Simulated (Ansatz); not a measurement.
# A hypothetical structure for CaCr2Ni2

This structure for CaCr2Ni2 is made up. Its elements were placed in a known structure type with a cell scaled to their sizes. What cell does the guess relax to, and how far off was it?

Program: Ansatz 0.2.0. Level of theory: DFT, PBE, plane-wave PAW, default files, scalar-relativistic, ferromagnetic start, cell and ions relaxed at zero pressure, in the first sound run; inputs show where later runs differ. Results are calculated unless marked as measured.

In doubt: warnings of the run leave room for a lower electronic state, so energies may not be the lowest and differences between runs may mislead.

## (1) The structure

Symmetry: I4/mmm, No. 139, tetragonal system. Conventional cell: a = 3.745 Å, b = 3.745 Å, c = 10.583 Å, α = 90.00°, β = 90.00°, γ = 90.00°. Nearest to Ni lie 1 Ni at 2.35 Å and 4 Cr at 2.38 Å and 4 Ca at 2.90 Å. Nearest to Cr lie 4 Ni at 2.38 Å and 4 Cr at 2.65 Å and 4 Ca at 3.24 Å. Nearest to Ca lie 8 Ni at 2.90 Å and 8 Cr at 3.24 Å. Farther neighbours are not listed.

Structure file:

```cif
data_structure
_symmetry_space_group_name_H-M 'P 1'
_symmetry_Int_Tables_number 1
_cell_length_a 5.9171
_cell_length_b 5.9171
_cell_length_c 5.9171
_cell_angle_alpha 143.103
_cell_angle_beta 143.103
_cell_angle_gamma 53.171
_cell_volume 74.21
loop_
_atom_site_label
_atom_site_type_symbol
_atom_site_fract_x
_atom_site_fract_y
_atom_site_fract_z
_atom_site_occupancy
Ni1 Ni 0.61100 0.61100 0.00000 1
Ni2 Ni 0.38900 0.38900 0.00000 1
Cr3 Cr 0.75000 0.25000 0.50000 1
Cr4 Cr 0.25000 0.75000 0.50000 1
Ca5 Ca 0.00000 0.00000 0.00000 1
```

## (2) Relaxing cell and atoms

The guessed cell has no reason to be at equilibrium. It is relaxed with the atoms, within the space group of the guess.

Contents of input.yaml:

```yaml
crystal:
  lattice:
    - [-1.8725, 1.8725, 5.2915]
    - [1.8725, -1.8725, 5.2915]
    - [1.8725, 1.8725, -5.2915]
  atoms:
    - { symbol: Ni, position: [0.611, 0.611, 0.0], spin: 1.0 }
    - { symbol: Ni, position: [0.389, 0.389, 0.0], spin: 1.0 }
    - { symbol: Cr, position: [0.75, 0.25, 0.5], spin: 3.0 }
    - { symbol: Cr, position: [0.25, 0.75, 0.5], spin: 3.0 }
    - { symbol: Ca, position: [0.0, 0.0, 0.0] }
magnetization:
  spin_polarized: true
kpoints:
  mp_grid: { grid: [10, 10, 10] }
scf:
  occupations: { method: fermi_dirac, width: 0.05 }
hamiltonian:
  xc: pbe
  pseudopotentials: { kind: paw }
relax:
  f_tol: 0.015
  max_steps: 70
  cell: {}
output:
  forces: true
  stress: true
```

The run is started by

```sh
$ ansatz run input.yaml --threads 4 --pin off --max-ram 8192MiB --backend cpu --events-out ev --progress --plain --runs-dir out
```

Numbers of over 12 decimals in the logs are rounded to 6 here.

The program printed:

```text
basis.fft_grid_basis auto: the FFT boxes are laid along the combinations [[1, 0, 1], [0, 1, 1], [0, 0, 1]] of the cell's own vectors, 3.745, 3.745 and 5.917 Å long. The dense box has 27×27×40 points. Along the cell's own vectors, as sized, it would have 40×40×40, 2.19 times as many. Of the 16 symmetry operations that the crystal satisfies within crystal.symmetry.tolerance (time reversal apart; of a slab, those that k [...]
Engine: ansatz 0.2.0, aarch64-unknown-linux-gnu
Pseudopotentials: kind: paw
Pseudopotential: Ni, paw, valence charge 18, recommended cutoff 420 eV (normal), Ni.paw.azcp
Pseudopotential: Cr, paw, valence charge 14, recommended cutoff 420 eV (normal), Cr.paw.azcp
Pseudopotential: Ca, paw, valence charge 10, recommended cutoff 420 eV (normal), Ca.paw.azcp
Functional definition: PBE
  parameter kappa = 0.804
  parameter beta = 0.066725
  exchange = pbe_x(kappa = kappa, mu = beta*pi^2/3)
  correlation = pbe_c(beta = beta)
Crystal: 5 atoms, lattice volume = 74.213 Å³
Basis set: ecut = 420 eV, 1453 PW (Γ), FFT grids on a1+a3, a2+a3, a3, exchange–correlation on 54×54×80 points (8 copies of the dense FFT grid, shifted against one another)
Bands: 50, of which v1, the nominal top of the filled ones, is band 37 counted from 1 (36 counted from 0)
Symmetry: 16 space group operations
Space group: I4/mmm (ITA 139), of the structure as read, at distance tolerance 4.2e-5 Å
Magnetic group: BNS 139.531 (UNI 1191), of the structure as read, at distance tolerance 4.2e-5 Å
k-points: 102 of 1000
Non-local potential: Ni, projectors of the file, l = 0: 3, l = 1: 2, l = 2: 3, l = 3: 1
Non-local potential: Cr, projectors of the file, l = 0: 3, l = 1: 2, l = 2: 3, l = 3: 1
Non-local potential: Ca, projectors of the file, l = 0: 3, l = 1: 2, l = 2: 2
PAW form: soft (Blöchl's): semilocal exchange-correlation on the pseudo side does not see the compensation charge
PAW one-centre angular grid: Ni, 590 points (default); XC on 64 Gauss nodes
PAW one-centre angular grid: Cr, 590 points (default); XC on 64 Gauss nodes
PAW one-centre angular grid: Ca, 110 points (default); XC on 64 Gauss nodes
Initial density: superposition of atomic densities (chi_scale 0.1, normalization cell, long waves kept (reshape's long-wave potential 0.00 eV rms))
Starting moments: Σ|m| = 8 μB on 4 of 5 sites
Initial wavefunctions: pseudopotential atomic-orbital guess
Functional: x = pbe(κ = 0.804, μ = 0.219515), c = pbe(β = 0.066725)
SCF iter   1: F=—  HF=-20252.477605 eV  |F-HF|=—  |Δ(HF+E_count)|=         —  Δρ=1.45e-1 (↑1.45e-1 ↓5.61e-2)  dr2=3.38e1  dr2_m=1.82e0  M=5.515 μB ∫|m|=5.550 μB  β_m=0.30  ethr=3.10e-3  ⟨swp⟩=8.7  Hψ=45326  notcnv=0  defer=4
Mixer restart at iter 1: flushing history
preconditioner: auto → Kerker (q_TF=auto, 2.727 Å⁻¹)  [metal: Δε(μ)=0.010 eV  Ē_g=8.476 eV  σ=0.050 eV  W_gap=0.05  n_scr=32 (ndim 8)  ℏωp=27.3 eV  f_vac=0.000  D(μ)=6.30/eV (n_scr^D=78)]
spin=Collinear: Kerker preconditioning applied to the charge; magnetization (m = ρ↑ − ρ↓) channel mixes plain (no charge-response kernel on spin).
SCF iter   2: F=—  HF=-20248.559404 eV  |F-HF|=—  |Δ(HF+E_count)|=    3.92e0  Δρ=6.05e-2 (↑6.05e-2 ↓4.03e-2)  dr2=1.05e1  dr2_m=4.34e-1  M=5.797 μB ∫|m|=5.817 μB  β_m=0.39  ethr=3.10e-3  ⟨swp⟩=3.1  Hψ=22487  notcnv=0  defer=732
SCF iter   3: F=—  HF=-20249.478053 eV  |F-HF|=—  |Δ(HF+E_count)|=   9.19e-1  Δρ=2.69e-2 (↑2.69e-2 ↓1.63e-2)  dr2=1.18e0  dr2_m=1.25e-1  M=5.729 μB ∫|m|=5.762 μB  β_m=0.41  ethr=3.10e-3  ⟨swp⟩=3.2  Hψ=20321  notcnv=0  defer=691
SCF iter   4: F=—  HF=-20249.508490 eV  |F-HF|=—  |Δ(HF+E_count)|=   3.04e-2  Δρ=2.64e-2 (↑1.11e-2 ↓2.64e-2)  dr2=1.04e0  dr2_m=9.08e-2  M=5.570 μB ∫|m|=5.617 μB  β_m=0.52  ethr=1.60e-3  ⟨swp⟩=2.8  Hψ=18305  notcnv=0  defer=602
SCF iter   5: F=—  HF=-20249.929606 eV  |F-HF|=—  |Δ(HF+E_count)|=   4.21e-1  Δρ=9.47e-3 (↑6.77e-3 ↓9.47e-3)  dr2=1.46e-1  dr2_m=1.99e-2  M=5.247 μB ∫|m|=5.326 μB  β_m=0.76  ethr=1.40e-3  ⟨swp⟩=2.8  Hψ=16514  notcnv=0  defer=602
SCF iter   6: F=—  HF=-20249.990141 eV  |F-HF|=—  |Δ(HF+E_count)|=         —  Δρ=1.20e-2 (↑1.20e-2 ↓9.34e-3)  dr2=1.41e-2  dr2_m=7.34e-2  M=4.790 μB ∫|m|=4.874 μB  β_m=0.76  ethr=1.97e-4  ⟨swp⟩=2.3  Hψ=16740  notcnv=0  defer=600
Mixer restart at iter 6: flushing history
SCF iter   7: F=—  HF=-20249.989646 eV  |F-HF|=—  |Δ(HF+E_count)|=   4.95e-4  Δρ=8.01e-3 (↑6.74e-3 ↓8.01e-3)  dr2=2.14e-2  dr2_m=3.01e-2  M=4.598 μB ∫|m|=4.685 μB  β_m=0.88  ethr=1.90e-5  ⟨swp⟩=2.0  Hψ=19364  notcnv=0  defer=600
SCF iter   8: F=—  HF=-20250.003617 eV  |F-HF|=—  |Δ(HF+E_count)|=   1.40e-2  Δρ=9.25e-3 (↑9.25e-3 ↓8.91e-3)  dr2=1.11e-1  dr2_m=1.44e-2  M=4.432 μB ∫|m|=4.524 μB  β_m=0.78  ethr=1.90e-5  ⟨swp⟩=2.1  Hψ=19848  notcnv=0  defer=600
SCF iter   9: F=—  HF=-20249.985840 eV  |F-HF|=—  |Δ(HF+E_count)|=   1.78e-2  Δρ=2.88e-3 (↑2.88e-3 ↓2.49e-3)  dr2=8.73e-4  dr2_m=4.54e-3  M=4.184 μB ∫|m|=4.280 μB  β_m=0.57  ethr=1.90e-5  ⟨swp⟩=2.1  Hψ=21419  notcnv=0  defer=567
SCF iter  10: F=—  HF=-20249.986375 eV  |F-HF|=—  |Δ(HF+E_count)|=   5.35e-4  Δρ=1.12e-3 (↑7.61e-4 ↓1.12e-3)  dr2=3.81e-4  dr2_m=5.41e-4  M=3.909 μB ∫|m|=4.009 μB  β_m=0.92  ethr=1.18e-6  ⟨swp⟩=2.2  Hψ=18647  notcnv=0  defer=567
SCF iter  11: F=—  HF=-20249.986511 eV  |F-HF|=—  |Δ(HF+E_count)|=   1.36e-4  Δρ=5.65e-4 (↑5.65e-4 ↓2.49e-4)  dr2=2.06e-4  dr2_m=7.63e-5  M=3.765 μB ∫|m|=3.864 μB  β_m=0.88  ethr=5.15e-7  ⟨swp⟩=2.0  Hψ=16808  notcnv=0  defer=567
SCF iter  12: F=—  HF=-20249.986481 eV  |F-HF|=—  |Δ(HF+E_count)|=   3.01e-5  Δρ=4.80e-4 (↑4.80e-4 ↓3.00e-4)  dr2=5.65e-5  dr2_m=8.79e-5  M=3.747 μB ∫|m|=3.845 μB  β_m=0.83  ethr=2.79e-7  ⟨swp⟩=2.0  Hψ=16485  notcnv=0  defer=567
SCF iter  13: F=—  HF=-20249.986465 eV  |F-HF|=—  |Δ(HF+E_count)|=   1.62e-5  Δρ=2.30e-4 (↑1.19e-4 ↓2.30e-4)  dr2=5.46e-5  dr2_m=2.63e-6  M=3.762 μB ∫|m|=3.859 μB  β_m=0.92  ethr=7.63e-8  ⟨swp⟩=2.0  Hψ=15941  notcnv=0  defer=567
SCF iter  14: F=—  HF=-20249.986464 eV  |F-HF|=—  |Δ(HF+E_count)|=   1.02e-6  Δρ=8.35e-5 (↑3.92e-5 ↓8.35e-5)  dr2=5.77e-6  dr2_m=5.33e-7  M=3.754 μB ∫|m|=3.851 μB  β_m=0.76  ethr=7.37e-8  ⟨swp⟩=2.1  Hψ=12316  notcnv=0  defer=567
SCF iter  15: F=—  HF=-20249.986463 eV  |F-HF|=—  |Δ(HF+E_count)|=   1.29e-6  Δρ=1.21e-5 (↑1.21e-5 ↓1.12e-5)  dr2=3.50e-7  dr2_m=2.09e-8  M=3.752 μB ∫|m|=3.849 μB  β_m=0.88  ethr=7.80e-9  ⟨swp⟩=2.0  Hψ=13374  notcnv=0  defer=567
SCF iter  16: F=—  HF=-20249.986463 eV  |F-HF|=—  |Δ(HF+E_count)|=   8.55e-8  Δρ=4.64e-6 (↑4.64e-6 ↓3.26e-6)  dr2=3.94e-8  dr2_m=2.69e-9  M=3.751 μB ∫|m|=3.848 μB  β_m=0.84  ethr=4.73e-10  ⟨swp⟩=2.0  Hψ=13511  notcnv=0  defer=567
[...]
relax step   6: F+E_penalty+E_count = -20250.22256651 eV  Δ(F+E_penalty+E_count) = -1.556e-4 eV  max|allowed force component| = 4.386e-3 eV/Å  Δτ_max = 0.0026 Å  P = -0.007 GPa  Ω = 81.648 Å³  energy of the carried Pulay correction = -2.010e-3 eV  (9 SCF iters, dr2 threshold 3.70e-8 eV, accepted)
[...]
relax step   7: F+E_penalty+E_count = -20250.22897049 eV  Δ(F+E_penalty+E_count) = -6.404e-3 eV  max|allowed force component| = 5.523e-3 eV/Å  Δτ_max = 0.0000 Å  P = +0.190 GPa  Ω = 81.648 Å³  stress off target by 2.73e-1 GPa  SCF on the basis re-selected at this cell (its energy is not comparable with the rows above)  (13 SCF iters)
[...]
relax step   8: F+E_penalty+E_count = -20250.22932529 eV  Δ(F+E_penalty+E_count) = -3.548e-4 eV  max|allowed force component| = 2.420e-4 eV/Å  Δτ_max = 0.0039 Å  P = +0.030 GPa  Ω = 81.767 Å³  energy of the carried Pulay correction = -2.833e-5 eV  (9 SCF iters, dr2 threshold 1.86e-7 eV, accepted)
iter 1 solved again at ethr=1.71e-6 eV; its pass at ethr=3.10e-3 eV (dr2=1.27e-3 eV) is discarded
SCF iter   1: F=—  HF=-20250.229327 eV  |F-HF|=—  |Δ(HF+E_count)|=         —  Δρ=4.23e-5 (↑4.23e-5 ↓1.76e-5)  dr2=5.91e-8  dr2_m=2.09e-7  M=5.906 μB ∫|m|=6.027 μB  β_m=0.65  ethr=1.71e-6  ⟨swp⟩=2.2  Hψ=62485  notcnv=0
eigensolver tolerance schedule: the retry pair's looser diagonalisation over-reported the residual by 21466.81 of it (diagonalisation noise at an unbounded share of the residual, at the tolerance the schedule requests for it); recorded, not acted on — ethr = c·dr2/N_el stays at c = 1.0e-1
preconditioner: auto → Kerker (q_TF=auto, 2.040 Å⁻¹)  [metal: Δε(μ)=0.005 eV  Ē_g=7.923 eV  σ=0.050 eV  W_gap=0.02  n_scr=10 (ndim 8)  ℏωp=26.0 eV  f_vac=0.000  D(μ)=6.72/eV (n_scr^D=78)]
spin=Collinear: Kerker preconditioning applied to the charge; magnetization (m = ρ↑ − ρ↓) channel mixes plain (no charge-response kernel on spin).
SCF iter   2: F=—  HF=-20250.229353 eV  |F-HF|=—  |Δ(HF+E_count)|=   2.52e-5  Δρ=1.50e-5 (↑1.50e-5 ↓6.32e-6)  dr2=7.55e-9  dr2_m=2.58e-8  M=5.906 μB ∫|m|=6.027 μB  β_m=0.64  ethr=7.98e-11  ⟨swp⟩=3.0  Hψ=24109  notcnv=0
SCF iter   3: F=—  HF=-20250.229356 eV  |F-HF|=—  |Δ(HF+E_count)|=   3.62e-6  Δρ=1.76e-6 (↑1.76e-6 ↓6.20e-7)  dr2=1.71e-9  dr2_m=6.78e-10  M=5.906 μB ∫|m|=6.027 μB  β_m=0.53  ethr=1.02e-11  ⟨swp⟩=2.0  Hψ=15760  notcnv=0
SCF iter   4: F=—  HF=-20250.229356 eV  |F-HF|=—  |Δ(HF+E_count)|=   2.49e-8  Δρ=2.04e-7 (↑1.54e-7 ↓2.04e-7)  dr2=5.24e-11  dr2_m=2.88e-12  M=5.906 μB ∫|m|=6.027 μB  β_m=0.56  ethr=2.31e-12  ⟨swp⟩=2.0  Hψ=15829  notcnv=0
SCF iter   5: F=—  HF=-20250.229356 eV  |F-HF|=—  |Δ(HF+E_count)|=  7.28e-11  Δρ=1.87e-7 (↑1.87e-7 ↓1.36e-7)  dr2=3.49e-11  dr2_m=4.18e-12  M=5.906 μB ∫|m|=6.027 μB  β_m=0.56  ethr=1.00e-12  ⟨swp⟩=1.0  Hψ=10200  notcnv=0
SCF iter   6: F=—  HF=-20250.229356 eV  |F-HF|=—  |Δ(HF+E_count)|=  4.37e-11  Δρ=1.15e-7 (↑1.15e-7 ↓3.62e-8)  dr2=7.46e-12  dr2_m=3.15e-12  M=5.906 μB ∫|m|=6.027 μB  β_m=0.75  ethr=1.00e-12  ⟨swp⟩=1.0  Hψ=10200  notcnv=0
SCF iter   7: F=—  HF=-20250.229356 eV  |F-HF|=—  |Δ(HF+E_count)|=  7.28e-12  Δρ=6.86e-8 (↑4.23e-8 ↓6.86e-8)  dr2=9.04e-12  dr2_m=1.54e-13  M=5.906 μB ∫|m|=6.027 μB  β_m=0.87  ethr=1.00e-12  ⟨swp⟩=1.0  Hψ=10200  notcnv=0
SCF iter   8: F=—  HF=-20250.229356 eV  |F-HF|=—  |Δ(HF+E_count)|=  3.64e-12  Δρ=1.41e-7 (↑1.02e-7 ↓1.41e-7)  dr2=5.26e-11  dr2_m=3.46e-13  M=5.906 μB ∫|m|=6.027 μB  β_m=0.94  ethr=1.00e-12  ⟨swp⟩=1.0  Hψ=10200  notcnv=0
SCF iter   9: F=-20250.229356 eV  HF=-20250.229356 eV  |F-HF|=0.00e0  |Δ(HF+E_count)|=  3.64e-12  Δρ=2.55e-8 (↑2.55e-8 ↓1.50e-8)  dr2=7.49e-13  dr2_m=1.43e-13  M=5.906 μB ∫|m|=6.027 μB  ethr=1.00e-12  ⟨swp⟩=2.0  Hψ=28262  notcnv=0
SCF 9 converged in 9 iterations: F = -20250.229356 eV  dr2 = 7.49e-13
relax step   9: F+E_penalty+E_count = -20250.22935625 eV  Δ(F+E_penalty+E_count) = -3.097e-5 eV  max|allowed force component| = 3.662e-4 eV/Å  Δτ_max = 0.0000 Å  P = +0.029 GPa  Ω = 81.767 Å³  stress off target by 4.44e-2 GPa  SCF on the basis re-selected at this cell (its energy is not comparable with the rows above)  (9 SCF iters)
basis re-selected at this cell: Δ(F+E_penalty+E_count) = -3.097e-5 eV, ΔP = -0.000 GPa vs the last step (what re-selecting the basis moved, of the pressure what is left beyond the Pulay correction that the steps carried, after the strain that the cell walked since its last selection, with what the two solves' SCF thresholds leave and, on support functions, any second-order correction that the steps lacked; it is no m [...]
WARN: an SCF from ferrimagnetic starting moments (1.00, 1.00, -3.00, 3.00, 0.00 Bohr magnetons, atom by atom) was not made, by what the run has read of turns of its moments that order reads lower: the deck asks for what bars it, or types moments that do (magnetization.spin_polarized, in the input reference, names some of the keys), or the run goes by scf.lower_state_search: light, the default, which as a rule tries one only behind a close that has lost an order of both signs, or on which an open d or half-filled 4f shell of a PAW file has lost a moment that was set nearer to Hund's than to what is left; [rest of the remark cut]
SCF converged after 9 iterations
Magnetization: 5.9063 μB (39.9531 up, 34.0469 down)
Absolute magnetization: 6.0296 μB (∫|ρ↑−ρ↓|, with the PAW one-centre terms)
Spin contamination: 0.1713 ħ² per cell (⟨S²⟩ above its minimum at these occupations)
Per-site moments (μB) at R_I (Å): [(0.342863, 0.994612), (0.342863, 0.994612), (2.252360, 0.999430), (2.252360, 0.999430), (0.027213, 1.259856)]
Free energy (F): -20250.229356 eV
Harris-Foulkes:  -20250.229356 eV  (|F-HF|=0.00e0)
Internal energy: -20250.174165 eV  (E = F + TS)
E sigma→0 (E₀):  -20250.201761 eV
Entropy (-TS):   -0.055191 eV (-11.038 meV/atom)
Fermi energy:    12.680581 eV
--- Per-component energies (eV) ---
  E_band       = -1318.654429
  E_kinetic    = 1527.695697
  E_local      = -12875.652045  (includes V_loc(G=0)·N_el)
  E_nonlocal   = 1497.831718
  E_hartree    = 5437.650135
  E_xc         = -583.201953
  E_vxc        = -742.013320  (∫ρ·V_xc dr)
  E_paw        = -6512.775542  (= ΣΔE_a)
  E_vpaw       = -1601.818421  (= ΣTr[D̂ρ^β])
  E_aug_tail   = 0.001792  (compensation charges beyond the density's cutoff)
  E_ewald      = -8741.723967
  E_smearing   = -0.055191  (= −TS)
  E_closure    = -0.000000  (closes the sum)
  Σ components = -20250.229356   (vs F -20250.229356, Δ=0.00e0)
--- Forces (eV/Å), atoms counted from 1 ---
  atom   1  Ni     0.00000000     0.00000000    -0.00036615
  atom   2  Ni     0.00000000     0.00000000     0.00036615
  atom   3  Cr     0.00000000     0.00000000     0.00000000
  atom   4  Cr     0.00000000     0.00000000     0.00000000
  atom   5  Ca     0.00000000     0.00000000     0.00000000
  max |Σ_I F_I| component: 1.08e-19 eV/Å
--- Stress (GPa, compression-positive) ---
        0.044434      -0.000000       0.000000
       -0.000000       0.044434      -0.000000
        0.000000       0.000000      -0.001016
  P = ⅓ Tr σ = 0.0293 GPa (0.293 kbar)
--- Relaxed structure (7 steps of the walk, 7 accepted, 2 SCFs on fresh bases) ---
  F+E_penalty+E_count = -20250.22935625 eV   max|allowed force component| = 3.662e-4 eV/Å   (the final SCF, on the basis selected at the relaxed cell)
  cell:  # Å, volume = 81.7669 Å³
    - [-1.984272, 1.984272, 5.191765]
    - [1.984272, -1.984272, 5.191765]
    - [1.984272, 1.984272, -5.191765]
  atoms:
    - { symbol: Ni, position: [0.616106, 0.616106, 0] }
    - { symbol: Ni, position: [0.383894, 0.383894, 0] }
    - { symbol: Cr, position: [0.75, 0.250000, 0.5] }
    - { symbol: Cr, position: [0.250000, 0.75, 0.5] }
    - { symbol: Ca, position: [0, 0, 0] }
```

Run time: 1.7 min. Hardware: 4 threads of Arm Neoverse V2, shared host; peak memory 0.9 GiB; 6.5 min of CPU time.

The steps of the relaxation:

| step | energy less that of the first step (eV) | largest force component (eV/Å) | pressure (GPa) | volume (Å³) |
| --- | --- | --- | --- | --- |
| 1 | 0.0000 | 0.2506 | 6.39 | 74.21 |
| 2 | -0.1505 | 0.0614 | 4.84 | 77.61 |
| 3 | -0.2055 | 0.0127 | -3.02 | 84.77 |
| 4 | -0.2345 | 0.0111 | -0.34 | 82.07 |
| 5 | -0.2359 | 0.0092 | -0.02 | 81.70 |
| 6 | -0.2361 | 0.0044 | -0.01 | 81.65 |
| 7* | -0.2425 | 0.0055 | 0.19 | 81.65 |
| 8 | -0.2429 | 0.0002 | 0.03 | 81.77 |
| 9* | -0.2429 | 0.0004 | 0.03 | 81.77 |

Relaxation steps marked * repeat the geometry before them on a plane-wave basis chosen anew for their cell, so energy and pressure can jump there.

The run keeps the 16 symmetry operations that it works with, so distortions that break them were not tested.

| conventional cell, symmetrised | before | after | change |
| --- | --- | --- | --- |
| a (Å) | 3.745 | 3.969 | +6.0 % |
| b (Å) | 3.745 | 3.969 | +6.0 % |
| c (Å) | 10.583 | 10.384 | -1.9 % |
| volume (Å³/atom) | 14.84 | 16.35 | +10.2 % |

The atoms that moved most (Å, as changes of fractional coordinates times the final cell):

| atom | dx | dy | dz | length |
| --- | --- | --- | --- | --- |
| Ni1 | 0.000 | 0.000 | 0.053 | 0.053 |
| Ni2 | 0.000 | 0.000 | -0.053 | 0.053 |

Final coordinates:

```xyz
5
Lattice="-1.9843 1.9843 5.1918 1.9843 -1.9843 5.1918 1.9843 1.9843 -5.1918" Properties=species:S:1:pos:R:3 pbc="T T T"
Ni    0.0000    0.0000    6.3974
Ni    0.0000    0.0000    3.9862
Cr    0.0000    1.9843    2.5959
Cr    1.9843    0.0000    2.5959
Ca    0.0000    0.0000    0.0000
```

Numbers from this step:

```yaml
free_energy: -20250.2294 eV
energy_at_zero_smearing: -20250.2018 eV
smearing_term_ts: 0.05519 eV
fermi_energy: 12.68 eV
magnetization: 5.906 μB
absolute_magnetization: 6.030 μB
site_moments: 0.3429, 0.3429, 2.252, 2.252, 0.02721 μB
electrons: 74
symmetry_operations: 16
pressure: 0.02928 GPa
```

Site moment by atom:

| atom | site moment (μB) |
| --- | --- |
| Ni1 | 0.34 |
| Ni2 | 0.34 |
| Cr3 | 2.25 |
| Cr4 | 2.25 |
| Ca5 | 0.03 |

The shortest distance of each pair, which need not be the same contact before and after:

| pair | guess (Å) | relaxed (Å) |
| --- | --- | --- |
| Ni–Ni | 2.349 | 2.411 |
| Cr–Ni | 2.381 | 2.423 |
| Cr–Cr | 2.648 | 2.806 |
| Ca–Ni | 2.897 | 3.054 |
| Ca–Cr | 3.241 | 3.267 |

The relaxation ends with a largest force component of 3.7e-4 eV/Å and a pressure of 0.03 GPa.

(Continued in part 2 of 2.)

[Logs are printed without paths, hosts, clocks, repeated set-up lines and the standing remarks that a program may print on its own settings, such as how far it seeks lower states.]

[Hosts, paths, dates, database ids (printed as entryN), source tags and the programs' standing remarks are cut or masked in the printed files.]
